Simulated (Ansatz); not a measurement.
Planning a GW calculation on LiGeN (P6_3mc).

Symmetry: P6_3mc, No. 186, hexagonal system. The conventional cell has a = 3.012 Å, b = 3.012 Å, c = 9.419 Å, α = 90.00°, β = 90.00°, γ = 120.00°. Nearest to Li lie 3 N at 2.18 Å. Ge has 3 N at 2.00 Å nearest. Nearest to N lie 3 Ge at 2.00 Å and 3 Li at 2.18 Å. Farther neighbours and most contacts between anions are not listed.

```yaml
crystal:
  lattice:
    - [3.01241, 0.00000, 0.00000]
    - [-1.50620, 2.60882, 0.00000]
    - [0.00000, 0.00000, 9.41946]
  atoms:
    - { symbol: Li, position: [0.66667, 0.33333, 0.74339] }
    - { symbol: Li, position: [0.33333, 0.66667, 0.24339] }
    - { symbol: Ge, position: [0.00000, 0.00000, 0.49802] }
    - { symbol: Ge, position: [0.00000, 0.00000, 0.99802] }
    - { symbol: N, position: [0.33333, 0.66667, 0.60322] }
    - { symbol: N, position: [0.66667, 0.33333, 0.10322] }
```

The cell and positions are those that the Materials Project relaxed with its own functionals (PBE, PBE+U or r2SCAN), kept fixed.

Runs so far (Ansatz 0.2.0, start PBE, PAW set soft_1 files, 6×6×2 mesh). Times are wall times on 1 × NVIDIA H100 80GB HBM3 (shared by 6 runs) with 2 threads of AMD EPYC 7R13 (Zen 3), shared host, good to a factor of about two.

| bands summed | cutoff (eV) | gap on the mesh (eV) | time |
| --- | --- | --- | --- |
| 81 | 50 | 1.936 | 10 s |
| 190 | 100 | 2.069 | 22 s |
| 330 | 150 | 2.137 | 30 s |
| 570 | 220 | 2.181 | 66 s |

Q: What should the next rung give, with 895 bands and screening to 300 eV, and where is the limit?

The error falls about as one over the bands when the cutoff rises with them. A line through the two highest rungs given predicts 2.203 eV; the run gave 2.203 eV, close to it. The two highest rungs put the limit near 2.242 eV, the pair below near 2.242 eV; their difference is a rough measure of what is unsettled in bands and cutoff; the mesh is a separate error.

Gaps are over the mesh's points; an edge off the mesh would be missed. Limits: not at the basis limit; no spin-orbit coupling.

[Paths, hosts, dates, memory and timing lines, banners, echoed tables and standing remarks are left out of the program output.]

[Logs are printed without paths, hosts, clocks, repeated set-up lines and the standing remarks that a program may print on its own settings, such as how far it seeks lower states.]

[Runs of the session that timed out or met a known fault of the program may be left out.]

[Cells called generated may have been cut or substituted from an entry of the Crystallography Open Database or the Materials Project.]

[Hosts, paths, dates, database ids (printed as entryN), source tags and the programs' standing remarks are cut or masked in the printed files.]
